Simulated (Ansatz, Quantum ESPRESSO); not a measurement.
**Aluminum (Fm-3m): electron-phonon coupling**

Wanted: the coupling constant λ of Aluminum (Fm-3m) at ambient pressure.

Method: DFT LDA, scalar-relativistic, plane waves, PseudoDojo norm-conserving pseudopotentials, in Quantum ESPRESSO 7.5.

Report form: the programs' logs are mostly left out.

## (1) The starting structure

Symmetry: Fm-3m, No. 225, cubic system. The conventional cell has a = 4.050 Å, b = 4.050 Å, c = 4.050 Å, α = 90.00°, β = 90.00°, γ = 90.00°. Nearest to Al lie 12 Al at 2.86 Å.

## (2) A first look

Before anything dear is run, a loose run with smearing shows whether this is a metal and how far the cell is from rest.

The input, probe.in:

```
 &control
    calculation='scf',
    prefix='x',
    outdir='./tmp',
    pseudo_dir='./pseudo',
    tprnfor=.true.,
    tstress=.true.,
    verbosity='high',
 /
 &system
    ibrav=0,
    nat=1,
    ntyp=1,
    ecutwfc=44.0,
    occupations='smearing',
    smearing='gaussian',
    degauss=0.01,
 /
 &electrons
    conv_thr=1.0d-07,
    mixing_beta=0.7,
    electron_maxstep=100,
 /
ATOMIC_SPECIES
 Al     26.9815  Al.upf
CELL_PARAMETERS angstrom
    -2.024805000    0.000000000    2.024805000
     0.000000000    2.024805000    2.024805000
    -2.024805000    2.024805000    0.000000000
ATOMIC_POSITIONS crystal
 Al     0.000000000   0.000000000   0.000000000
K_POINTS automatic
 8 8 8 0 0 0
```

Run with:

```sh
$ OMP_NUM_THREADS=1 mpirun -n 2 pw.x -nk 2 -in probe.in > probe.out
```

It took 1.6 s on 2 MPI ranks of Intel Xeon Platinum 8488C (Sapphire Rapids), shared host.

Numbers from this step:

```
volume per atom   : 16.60 Å³
pressure          : -3.969 GPa
gap on the k-mesh : 0 eV
```

No gap opens on this mesh, so smearing is kept; the start stands at -4.0 GPa.

## (3) Relaxation

The relaxation runs at a cutoff a fifth above that of the response, since stress converges more slowly with the basis than frequencies do. Forces and stress are brought to rest with tight thresholds.

The input, relax.in:

```
 &control
    calculation='vc-relax',
    prefix='x',
    outdir='./tmp',
    pseudo_dir='./pseudo',
    tprnfor=.true.,
    tstress=.true.,
    forc_conv_thr=2.0d-05,
    etot_conv_thr=1.0d-07,
    nstep=40,
 /
 &system
    ibrav=0,
    nat=1,
    ntyp=1,
    ecutwfc=53,
    occupations='smearing',
    smearing='mp',
    degauss=0.02,
 /
 &electrons
    conv_thr=1.0d-11,
    mixing_beta=0.7,
    electron_maxstep=100,
 /
 &ions
 /
 &cell
    press_conv_thr=0.2,
 /
ATOMIC_SPECIES
 Al     26.9815  Al.upf
CELL_PARAMETERS angstrom
    -2.024805000    0.000000000    2.024805000
     0.000000000    2.024805000    2.024805000
    -2.024805000    2.024805000    0.000000000
ATOMIC_POSITIONS crystal
 Al     0.000000000   0.000000000   0.000000000
K_POINTS automatic
 14 14 14 0 0 0
```

Run with:

```sh
$ OMP_NUM_THREADS=1 mpirun -n 2 pw.x -nk 2 -in relax.in > relax.out
```

The job ended after 8.3 s (2 MPI ranks).

Relaxation path:

| step | energy less that of the first step (eV) | largest force (eV/Å) | pressure (GPa) | volume (Å³) |
| --- | --- | --- | --- | --- |
| 1 | 0.0000 | 0.0000 | -4.07 | 16.60 |
| 2 | -0.0072 | 0.0000 | -2.69 | 16.26 |
| 3 | -0.0121 | 0.0000 | -0.29 | 15.76 |
| 4 | -0.0121 | 0.0000 | 0.02 | 15.70 |
| 5 | -0.0121 | 0.0000 | 0.00 | 15.70 |
| 6 | -0.0121 | 0.0000 | 0.00 | 15.70 |

| conventional cell, symmetrised | before | after | change |
| --- | --- | --- | --- |
| a (Å) | 4.050 | 3.975 | -1.8 % |
| b (Å) | 4.050 | 3.975 | -1.8 % |
| c (Å) | 4.050 | 3.975 | -1.8 % |
| volume (Å³/atom) | 16.60 | 15.70 | -5.4 % |

The relaxed structure:

```cif
data_structure
_symmetry_space_group_name_H-M 'P 1'
_symmetry_Int_Tables_number 1
_cell_length_a 2.8106
_cell_length_b 2.8106
_cell_length_c 2.8106
_cell_angle_alpha 60.000
_cell_angle_beta 60.000
_cell_angle_gamma 60.000
_cell_volume 15.70
loop_
_atom_site_label
_atom_site_type_symbol
_atom_site_fract_x
_atom_site_fract_y
_atom_site_fract_z
_atom_site_occupancy
Al1 Al 0.00000 0.00000 0.00000 1
```

The last row of the table of steps is pw.x's closing run on a basis chosen anew for the final cell, so its energy can jump.

Read from the output:

```
volume per atom : 15.70 Å³
pressure        : -0.002 GPa
```

The volume changes by -5.4 % from the cell with which this run began.

## (4) Self-consistent run for the response

Perturbation theory inherits every error of the wavefunctions, so the threshold is set near the limit of the arithmetic. Smearing stays on, as the first look found no gap above 0.3 eV.

The input, scf.in:

```
 &control
    calculation='scf',
    prefix='x',
    outdir='./tmp',
    pseudo_dir='./pseudo',
    tprnfor=.true.,
    tstress=.true.,
 /
 &system
    ibrav=0,
    nat=1,
    ntyp=1,
    ecutwfc=44.0,
    occupations='smearing',
    smearing='mp',
    degauss=0.02,
 /
 &electrons
    conv_thr=1.0d-12,
    mixing_beta=0.7,
    electron_maxstep=100,
 /
ATOMIC_SPECIES
 Al     26.9815  Al.upf
CELL_PARAMETERS angstrom
    -1.987414167    0.000000000    1.987414167
     0.000000000    1.987414167    1.987414167
    -1.987414167    1.987414167    0.000000000
ATOMIC_POSITIONS crystal
 Al     0.000000000   0.000000000   0.000000000
K_POINTS automatic
 16 16 16 0 0 0
```

Run with:

```sh
$ OMP_NUM_THREADS=1 mpirun -n 2 pw.x -nk 2 -in scf.in > scf.out
```

Elapsed: 3.4 s, on 2 MPI ranks.

Read from the output:

```
pressure : 0.229 GPa
```

The cell stands at 0.23 GPa, close enough for stiff modes, while soft ones can move.

## (5) Levels on a dense mesh

The coupling is a sum over pairs of states at the Fermi level and needs a much denser mesh than the density does.

scf_fit.in, as its differences from scf.in of step 4:

```diff
@@ -16,5 +16,6 @@
     degauss=0.02,
+    la2F=.true.,
  /
  &electrons
-    conv_thr=1.0d-12,
+    conv_thr=1.0d-10,
     mixing_beta=0.7,
@@ -31,2 +32,2 @@
 K_POINTS automatic
- 16 16 16 0 0 0
+ 32 32 32 0 0 0
```

Run with:

```sh
$ OMP_NUM_THREADS=1 mpirun -n 2 pw.x -nk 2 -in scf_fit.in > scf_fit.out
```

Elapsed: 14 s, on 2 MPI ranks; 27 s of CPU time.

This step gave:

- pressure: 0.2300 GPa

## (6) Ground state

The run on the dense mesh left its levels for the electron-phonon sums; ph.x needs the ground state on the coarse mesh, so pw.x runs once more in the same folder.

scf.in is that of step 4.

Run with:

```sh
$ OMP_NUM_THREADS=1 mpirun -n 2 pw.x -nk 2 -in scf.in > scf.out
```

It took 3.5 s on 2 MPI ranks.

This step gave:

| Quantity | Value |
| --- | --- |
| pressure | 0.229 GPa |

## (7) Phonons on a q mesh

Linear response treats each wavevector in the unit cell, with no supercell; the 4×4×4 mesh fixes the range of the force constants to be had. The change of the potential is kept for the electron-phonon matrix elements.

The input, ph.in:

```
phonons
 &inputph
    prefix='x',
    outdir='./tmp',
    fildyn='x.dyn',
    tr2_ph=1.0d-18,
    alpha_mix(1)=0.4,
    nmix_ph=8,
    ldisp=.true.,
    nq1=4,
    nq2=4,
    nq3=4,
    electron_phonon='interpolated',
    fildvscf='dvscf',
    el_ph_sigma=0.005,
    el_ph_nsigma=10,
 /
```

Run with:

```sh
$ OMP_NUM_THREADS=1 mpirun -n 2 ph.x -nk 2 -in ph.in > ph.out
```

The job ended after 8.7 min (2 MPI ranks; 17 min of CPU time).

This step gave:

```
largest acoustic frequency at the zone centre before the sum rule  : 0.3 cm⁻¹
lowest mode on the q mesh (acoustic ones at the zone centre apart) : 116.1 cm⁻¹
```

Frequencies (cm⁻¹) at each irreducible wavevector; negative means imaginary. Frequencies by wavevector:

| q (fractions) | star | mode 1 | mode 2 | mode 3 |
| --- | --- | --- | --- | --- |
| 0 0 0 | 1 | 0.3 | 0.3 | 0.3 |
| 0 0 0.25 | 8 | 116.1 | 116.1 | 237.6 |
| 0 0 -0.5 | 4 | 145.7 | 145.7 | 332.8 |
| 0 0.25 0.25 | 6 | 144.9 | 144.9 | 253 |
| 0 0.25 -0.5 | 24 | 178.9 | 227.9 | 301.1 |
| 0 0.25 -0.25 | 12 | 160.9 | 223.4 | 281.9 |
| 0 -0.5 -0.5 | 3 | 204.6 | 204.6 | 333.4 |
| 0.25 -0.5 -0.25 | 6 | 225.2 | 278.2 | 278.2 |

Couplings of single modes at a Gaussian broadening of 0.02 Ry, as ph.x prints them; it sets λ to zero for modes under 20 cm⁻¹. Mode couplings:

| q (fractions) | mode | frequency (cm⁻¹) | λ | linewidth γ (GHz) |
| --- | --- | --- | --- | --- |
| 0 0 0.25 | 1 | 116.1 | 0.0619 | 1.89 |
| 0 0 0.25 | 2 | 116.1 | 0.0595 | 1.82 |
| 0 0 0.25 | 3 | 237.6 | 0.1908 | 24.43 |
| 0 0 -0.5 | 1 | 145.7 | 0.0933 | 4.49 |
| 0 0 -0.5 | 2 | 145.7 | 0.0913 | 4.39 |
| 0 0 -0.5 | 3 | 332.8 | 0.1591 | 39.99 |
| 0 0.25 0.25 | 1 | 144.9 | 0.1138 | 5.42 |
| 0 0.25 0.25 | 2 | 144.9 | 0.1125 | 5.36 |
| 0 0.25 0.25 | 3 | 253 | 0.235 | 34.12 |
| 0 0.25 -0.5 | 1 | 178.9 | 0.1107 | 8.04 |
| 0 0.25 -0.5 | 2 | 227.9 | 0.0918 | 10.82 |
| 0 0.25 -0.5 | 3 | 301.1 | 0.1903 | 39.13 |
| 0 0.25 -0.25 | 1 | 160.9 | 0.0243 | 1.43 |
| 0 0.25 -0.25 | 2 | 223.4 | 0.121 | 13.7 |
| 0 0.25 -0.25 | 3 | 281.9 | 0.2328 | 41.97 |
| 0 -0.5 -0.5 | 1 | 204.6 | 0.1432 | 13.6 |
| 0 -0.5 -0.5 | 2 | 204.6 | 0.1484 | 14.09 |
| 0 -0.5 -0.5 | 3 | 333.4 | 0.1355 | 34.18 |
| 0.25 -0.5 -0.25 | 1 | 225.2 | 0.0862 | 9.92 |
| 0.25 -0.5 -0.25 | 2 | 278.2 | 0.2021 | 35.5 |
| 0.25 -0.5 -0.25 | 3 | 278.2 | 0.2021 | 35.5 |

The acoustic modes at Γ come out as far as 0.3 cm⁻¹ from zero, where they should vanish, a small numerical error.

## (8) Force constants in real space

The dynamical matrices of the mesh are Fourier-transformed to force constants in real space.

The input, q2r.in:

```
 &input
    fildyn='x.dyn',
    zasr='crystal',
    flfrc='x.fc',
    la2F=.true.,
 /
```

Run with:

```sh
$ q2r.x < q2r.in > q2r.out
```

Wall time 0.64 s (1 thread).

## (9) Dispersion

From the force constants any wavevector is cheap; points of the mesh come back as solved, but for the sum rule and, in polar crystals, the LO-TO term at Γ; the rest is interpolation.

The input, matdyn.in:

```
 &input
    asr='crystal',
    flfrc='x.fc',
    flfrq='x.freq',
    flvec='x.modes',
    q_in_band_form=.true.,
    q_in_cryst_coord=.true.,
 /
8
  0.0000000   0.0000000   0.0000000  12  ! GAMMA
 -0.0000000   0.5000000   0.5000000  12  ! X
 -0.0000000   0.6250000   0.3750000   1  ! U
 -0.3750000   0.3750000  -0.0000000  12  ! K
  0.0000000   0.0000000   0.0000000  12  ! GAMMA
 -0.0000000   0.5000000  -0.0000000  12  ! L
 -0.2500000   0.5000000   0.2500000  12  ! W
 -0.0000000   0.5000000   0.5000000   1  ! X
```

Run with:

```sh
$ matdyn.x -in matdyn.in > matdyn.out
```

The job ended after 0.59 s (1 thread).

Numbers from this step:

```yaml
lowest_frequency_on_the_path: 0 cm⁻¹
mean_frequency: 216.7 cm⁻¹
debye_temperature_second_moment: 419 K
logarithmic_mean_frequency: 206.4 cm⁻¹
```

Matdyn.x, sum rule crystal. Phonon branches along the path, in cm⁻¹:

| point | branch 1 | branch 2 | branch 3 |
| --- | --- | --- | --- |
| Γ | 0 | 0 | 0 |
| halfway | 145 | 145 | 253 |
| X | 205 | 205 | 333 |
| halfway | 202 | 227 | 323 |
| U | 194 | 265 | 297 |
| jump to K | 194 | 265 | 297 |
| halfway | 138 | 174 | 251 |
| Γ | 0 | 0 | 0 |
| halfway | 116 | 116 | 238 |
| L | 146 | 146 | 333 |
| halfway | 178 | 221 | 310 |
| W | 225 | 278 | 278 |
| halfway | 215 | 233 | 315 |
| X | 205 | 205 | 333 |

Lowest modes at the softest wavevector of the mesh; phase exp(i q.(R + tau)). Modes at q = (0.250, 0.000, 0.000):

| mode | frequency (cm⁻¹) |
| --- | --- |
| 1 | 116.1 |
| 2 | 116.1 |
| 3 | 237.6 |

Displacements in mode 2 (116.1 cm⁻¹), the largest set to 1, in the home cell:
```
Al1  1.00 -0.50  0.50
```

Displacements in mode 3 (237.6 cm⁻¹), the largest set to 1, in the home cell:
```
Al1  1.00  1.00 -1.00
```

Force constants by pair (phonopy on the run's constants); pairs near half the supercell's span include their periodic images. Pair force constants, by row:

| atom | neighbour | distance (Å) | third of the trace (eV/Å²) | along the pair's line (eV/Å²) |
| --- | --- | --- | --- | --- |
| Al1 | itself | 0 | 5.058 | – |
| Al1 | Al | 2.811 | -0.3922 | -1.359 |
| Al1 | Al | 3.975 | -0.0135 | -0.1038 |
| Al1 | Al | 4.868 | 0.0022 | 0.027 |
| Al1 | Al | 5.621 | -0.0241 | -0.1078 |
| Al1 | Al | 6.285 | -0.015 | -0.0409 |
| Al1 | Al | 6.885 | -0.0178 | -0.0178 |

Harmonic mean-square displacement, third of the trace. Mean-square displacements:

| T (K) | Al1 U_eq (Å²) |
| --- | --- |
| 0 | 0.00322 |
| 100 | 0.00403 |
| 300 | 0.00868 |
| 600 | 0.01662 |

Mode patterns, pair constants, displacements and means over the zone were worked out by phonopy from the force constants of q2r.x.

All branches are real along the path.

## (10) Density of states

Sums over the zone need many more wavevectors than were solved, so the interpolation is sampled on a dense mesh.

The input, matdyn.in:

```
 &input
    asr='crystal',
    flfrc='x.fc',
    dos=.true.,
    fldos='x.dos',
    nk1=20,
    nk2=20,
    nk3=20,
    deltaE=1.0,
    la2F=.true.,
 /
```

Run with:

```sh
$ matdyn.x -in matdyn.in > matdyn.out
```

Wall time 16 s (1 thread).

Numbers from this step:

| Property | Result |
| --- | --- |
| share of modes beyond 3i cm⁻¹ on the dense interpolated mesh | 0 |
| electron-phonon coupling constant | 0.3908 |
| logarithmic mean frequency weighted by the coupling | 331.5 K |
| zero-point energy per atom | 40.3 meV |
| heat capacity at 300 K | 22.68 J/(mol atoms K) |
| vibrational entropy at 300 K | 26.35 J/(mol atoms K) |

Tetrahedra. Table of phonon density of states by wavenumber; read off at these points:

| wavenumber (cm⁻¹) | phonon density of states (1/cm⁻¹/cell) |
| --- | --- |
| 0.0 | 0 |
| 10.0 | 1.0e-5 |
| 20.0 | 3.0e-5 |
| 30.0 | 2.2e-4 |
| 40.0 | 2.6e-4 |
| 50.0 | 4.8e-4 |
| 60.0 | 7.2e-4 |
| 70.0 | 0.00102 |
| 80.0 | 0.00142 |
| 90.0 | 0.00191 |
| 100.0 | 0.00262 |
| 110.0 | 0.00347 |
| 120.0 | 0.00471 |
| 130.0 | 0.00663 |
| 140.0 | 0.00988 |
| 150.0 | 0.0171 |
| 160.0 | 0.0177 |
| 170.0 | 0.0182 |
| 180.0 | 0.0188 |
| 190.0 | 0.0195 |
| 200.0 | 0.0206 |
| 204.0 | 0.0212 |
| 210.0 | 0.0159 |
| 220.0 | 0.0120 |
| 230.0 | 0.00998 |
| 240.0 | 0.0101 |
| 250.0 | 0.0101 |
| 260.0 | 0.00977 |
| 270.0 | 0.00865 |
| 280.0 | 0.00652 |
| 290.0 | 0.0237 |
| 300.0 | 0.0277 |
| 310.0 | 0.0138 |
| 320.0 | 0.00809 |
| 330.0 | 0.00303 |

Harmonic thermodynamic functions per atom, summed over the density of states scaled to three modes an atom; melting is ignored. Thermodynamic functions:

| T (K) | F_vib (meV/atom) | S (J/mol-atom/K) | C_V (J/mol-atom/K) |
| --- | --- | --- | --- |
| 0 | 40.3 | 0 | 0 |
| 50 | 40.18 | 1 | 3.243 |
| 100 | 38.47 | 6.08 | 12.13 |
| 200 | 26 | 17.59 | 20.27 |
| 300 | 3.01 | 26.35 | 22.68 |
| 400 | -27.9 | 33.02 | 23.63 |
| 500 | -64.99 | 38.35 | 24.09 |
| 600 | -107.1 | 42.77 | 24.35 |
| 700 | -153.4 | 46.53 | 24.5 |
| 800 | -203.4 | 49.81 | 24.61 |
| 900 | -256.6 | 52.72 | 24.68 |
| 1000 | -312.6 | 55.32 | 24.73 |

λ by broadening:

| broadening (Ry) | lambda | N(E_F) (states/spin/Ry/cell) | ω_log (K) |
| --- | --- | --- | --- |
| 0.005 | 0.4194 | 2.497 | 347.3 |
| 0.01 | 0.3847 | 2.607 | 330.5 |
| 0.015 | 0.3863 | 2.639 | 330.8 |
| 0.02 | 0.3908 | 2.643 | 331.5 |
| 0.025 | 0.3914 | 2.645 | 331.1 |
| 0.03 | 0.3914 | 2.648 | 329.8 |
| 0.035 | 0.3921 | 2.651 | 328.3 |
| 0.04 | 0.3935 | 2.653 | 326.8 |
| 0.045 | 0.3952 | 2.655 | 325.5 |
| 0.05 | 0.397 | 2.656 | 324.4 |

Gaussian broadening 0.02 Ry. Alpha^2 F against phonon energy; read off at these points:

phonon energy (meV), alpha^2 F and a bar:
```
      2.0      0.000 
      4.0      0.000 
      6.0      0.001 
      8.0      0.002 
     10.0      0.004 
     12.0      0.008 
     14.0      0.016 #
     16.0      0.029 #
     18.0      0.072 ###
     20.0      0.108 ####
     22.0      0.145 ######
     24.0      0.202 ########
     25.2      0.269 ##########
     26.0      0.199 ########
     28.0      0.171 #######
     30.0      0.209 ########
     32.0      0.241 #########
     33.0      0.256 ##########
     34.0      0.182 #######
     36.0      0.695 ###########################
     37.1      0.778 ##############################
     38.0      0.448 #################
     40.0      0.174 #######
```

At 300 K the heat capacity has reached 91 % of the Dulong-Petit value.

## (11) Cross-check with Ansatz

A second program on the same cell, potentials, cutoff and meshes tests the implementation of the phonon response, not its convergence. Its couplings are summed in its own way. Its k mesh is centred on Γ.

This step: DFT LDA, scalar-relativistic, plane waves, PseudoDojo norm-conserving pseudopotentials (Ansatz 0.2.0).

The input, input.yaml:

```yaml
crystal:
  lattice:
    - [-1.987414167, 0.0, 1.987414167]
    - [0.0, 1.987414167, 1.987414167]
    - [-1.987414167, 1.987414167, 0.0]
  atoms:
    - { symbol: Al, position: [0.0, 0.0, 0.0] }
kpoints:
  mp_grid: { grid: [16, 16, 16] }
hamiltonian:
  xc: lda
  pseudopotentials: { kind: nc, accuracy: standard }
scf:
  occupations: { method: methfessel_paxton, width: 0.27211 }
output:
  eigenvalues: true
basis:
  ecutwfc: 598.65
phonons:
  method: dfpt
  qmesh: [4, 4, 4]
  temperatures: { t_max: 1000, t_step: 50 }
  qpath:
    path:
      - [[0.0, 0.0, 0.0], [0.0, 0.5, 0.5], [0.0, 0.625, 0.375]]
      - [[-0.375, 0.375, 0.0], [0.0, 0.0, 0.0], [0.0, 0.5, 0.0], [-0.25, 0.5, 0.25], [0.0, 0.5, 0.5]]
    npoints: 12
  electrical_resistivity: { temperatures: [77, 300], mesh: [32, 32, 32] }
```

Run with:

```sh
$ ansatz run input.yaml --threads 2 --pin off --max-ram 4096MiB --backend cpu --events-out ev --progress --plain --runs-dir out
```

Elapsed: 2.4 min, on 2 threads; peak memory 1.8 GiB.

Numbers from this step:

* sum-rule residual before enforcement: 2.98e-5 eV/Å²
* electron-phonon coupling constant: 0.4224
* logarithmic mean frequency weighted by the coupling: 290.3 K
* vibrational entropy at 300 K: 26.38 J/(mol atoms K)

Table of alpha^2 F by phonon energy; read off at these points:

| phonon energy (meV) | alpha^2 F |
| --- | --- |
| 1.0 | 0 |
| 2.0 | 7.9e-4 |
| 3.0 | 0.00204 |
| 4.0 | 0.00377 |
| 5.0 | 0.00569 |
| 6.0 | 0.00795 |
| 7.0 | 0.0108 |
| 8.0 | 0.0142 |
| 9.0 | 0.0179 |
| 10.0 | 0.0220 |
| 11.0 | 0.0259 |
| 12.0 | 0.0295 |
| 13.0 | 0.0335 |
| 14.0 | 0.0379 |
| 15.0 | 0.0434 |
| 16.0 | 0.0506 |
| 17.0 | 0.0606 |
| 18.0 | 0.0965 |
| 19.0 | 0.122 |
| 20.0 | 0.136 |
| 21.0 | 0.152 |
| 22.0 | 0.167 |
| 23.0 | 0.179 |
| 24.0 | 0.193 |
| 25.0 | 0.244 |
| 26.0 | 0.183 |
| 27.0 | 0.170 |
| 28.0 | 0.162 |
| 29.0 | 0.176 |
| 30.0 | 0.192 |
| 31.0 | 0.206 |
| 32.0 | 0.217 |
| 33.0 | 0.220 |
| 34.0 | 0.175 |
| 35.0 | 0.231 |
| 36.0 | 0.396 |
| 37.0 | 0.659 |
| 37.2 | 0.659 |
| 38.0 | 0.527 |
| 39.0 | 0.324 |
| 40.0 | 0.197 |
| 41.0 | 0.0271 |

## (12) The two compared: QE PseudoDojo and Ansatz, PseudoDojo

Numbers from this step:

```
root-mean-square difference             : 0 cm⁻¹
largest difference                      : 0 cm⁻¹
root-mean-square difference on the path : 0 cm⁻¹
largest difference on the path          : 0 cm⁻¹
```

The two runs side by side. Further quantities:

| quantity | QE PseudoDojo | Ansatz, PseudoDojo |
| --- | --- | --- |
| λ | 0.391 | 0.422 |
| ω_log (K) | 331.5 | 290.3 |

The interpolated bands of the two lie on top of each other.

At the solved wavevectors the largest difference (acoustic modes at Γ apart) is 0.003 % of the highest mode; λ differs by 7.3 %.

## (13) Outcome

```
space group after relaxation                                       : Fm-3m
volume per atom                                                    : 15.7 Å³
q mesh                                                             : 4×4×4
lowest mode on the q mesh (acoustic ones at the zone centre apart) : 116.1 cm⁻¹
zero-point energy per atom                                         : 40.3 meV
heat capacity at 300 K                                             : 22.7 J/(mol atoms K)
vibrational entropy at 300 K                                       : 26.4 J/(mol atoms K)
coupling constant for broadenings of 0.01 to 0.04 Ry               : 0.38 to 0.39
logarithmic mean frequency over the same range                     : 327 to 332 K
imaginary modes on the q mesh                                      : none
largest difference from Ansatz, PseudoDojo                         : 0 cm⁻¹
```

In words: λ is about 0.39 and holds within 15 % over the middle broadenings, a weak coupling. λ is 0.39 by Gaussian broadening on the dense mesh and 0.42 by Ansatz's sums without a broadening; neither is converged in the meshes. Aluminum (Fm-3m) is dynamically stable on the 4×4×4 mesh; its spectrum reaches 333 cm⁻¹. QE PseudoDojo and Ansatz, PseudoDojo agree to 0.01 cm⁻¹ (0.003 % of the highest mode compared) on all solved modes but the acoustic ones at Γ. These are harmonic frequencies at zero temperature: anharmonic shifts and linewidths and thermal expansion are left out. In a metal the frequencies hang on the k mesh and the smearing, most of all near Kohn anomalies.

[Host names and launcher messages were left out of these logs when they were recorded.]

[Logs are printed without paths, hosts, clocks, repeated set-up lines and the standing remarks that a program may print on its own settings, such as how far it seeks lower states.]

[Hosts, paths, dates, database ids (printed as entryN), source tags and the programs' standing remarks are cut or masked in the printed files.]
